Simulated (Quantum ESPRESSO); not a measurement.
Two runs for the Ti K edge of atom 1 in TiO2 (Anatase, I4_1/amd). Run A: Quantum ESPRESSO XSpectra, PBE, full core hole (charged cell), 12-atom cell with 5.4 Å between holes, 4×4×4 k points, dipole transitions, Lorentzian half width 0.47 eV. Run B differs in one choice.

Energy from the lowest empty level; intensity scaled to a mean of 1 over the first 20 eV:

| E (eV) | A | B |
| --- | --- | --- |
| -2.0 | 0.03 | 0.03 |
| -1.0 | 0.04 | 0.04 |
| 0.0 | 0.08 | 0.07 |
| 1.0 | 0.13 | 0.23 |
| 2.0 | 0.15 | 0.20 |
| 3.0 | 0.28 | 0.26 |
| 4.0 | 0.20 | 0.36 |
| 5.0 | 0.28 | 0.23 |
| 6.0 | 0.25 | 0.16 |
| 7.0 | 0.11 | 0.11 |
| 8.0 | 0.13 | 0.10 |
| 9.0 | 0.21 | 0.15 |
| 10.0 | 0.32 | 0.24 |
| 11.0 | 0.50 | 0.41 |
| 12.0 | 0.68 | 0.63 |
| 13.0 | 0.65 | 0.78 |
| 14.0 | 1.15 | 0.85 |
| 15.0 | 1.37 | 1.33 |
| 16.0 | 2.44 | 1.86 |
| 17.0 | 3.31 | 3.03 |
| 18.0 | 3.50 | 3.31 |
| 19.0 | 2.80 | 3.97 |
| 20.0 | 2.52 | 3.10 |
| 21.0 | 2.74 | 2.82 |
| 22.0 | 2.41 | 3.19 |
| 23.0 | 2.27 | 2.52 |
| 24.0 | 2.22 | 2.59 |
| 25.0 | 2.22 | 2.16 |
| 26.0 | 2.45 | 2.56 |
| 27.0 | 2.05 | 2.49 |
| 28.0 | 2.03 | 2.34 |
| 29.0 | 1.76 | 2.08 |
| 30.0 | 2.25 | 1.97 |
| 31.0 | 2.32 | 2.74 |
| 32.0 | 1.91 | 2.33 |

Question: What was changed?
a) the broadening
b) the size of the supercell
c) the volume of the cell
d) the radius of the reconstruction

(b): run B changes the supercell atoms from 12 to 6, and the k mesh follows the cell. Against the first run the r.m.s. difference is 19 %. Another feature, at 18.7 eV (4.16), becomes the highest below 24 eV; the one at 17.6 eV (3.67) is now at 17.4 eV (3.34). Other settings could leave a like mark; this is the one that was changed.

[Hosts, paths, dates, database ids (printed as entryN), source tags and the programs' standing remarks are cut or masked in the printed files.]

[Lists of maxima count a maximum above −3 eV only where it reaches 4 % of the highest in the window and stands out from its surroundings by 2 % of it (1.5 % where it reaches 55 %); shoulders and weaker maxima are passed over, and of the rest the first, up to two pre-edge ones and the few strongest are named.]
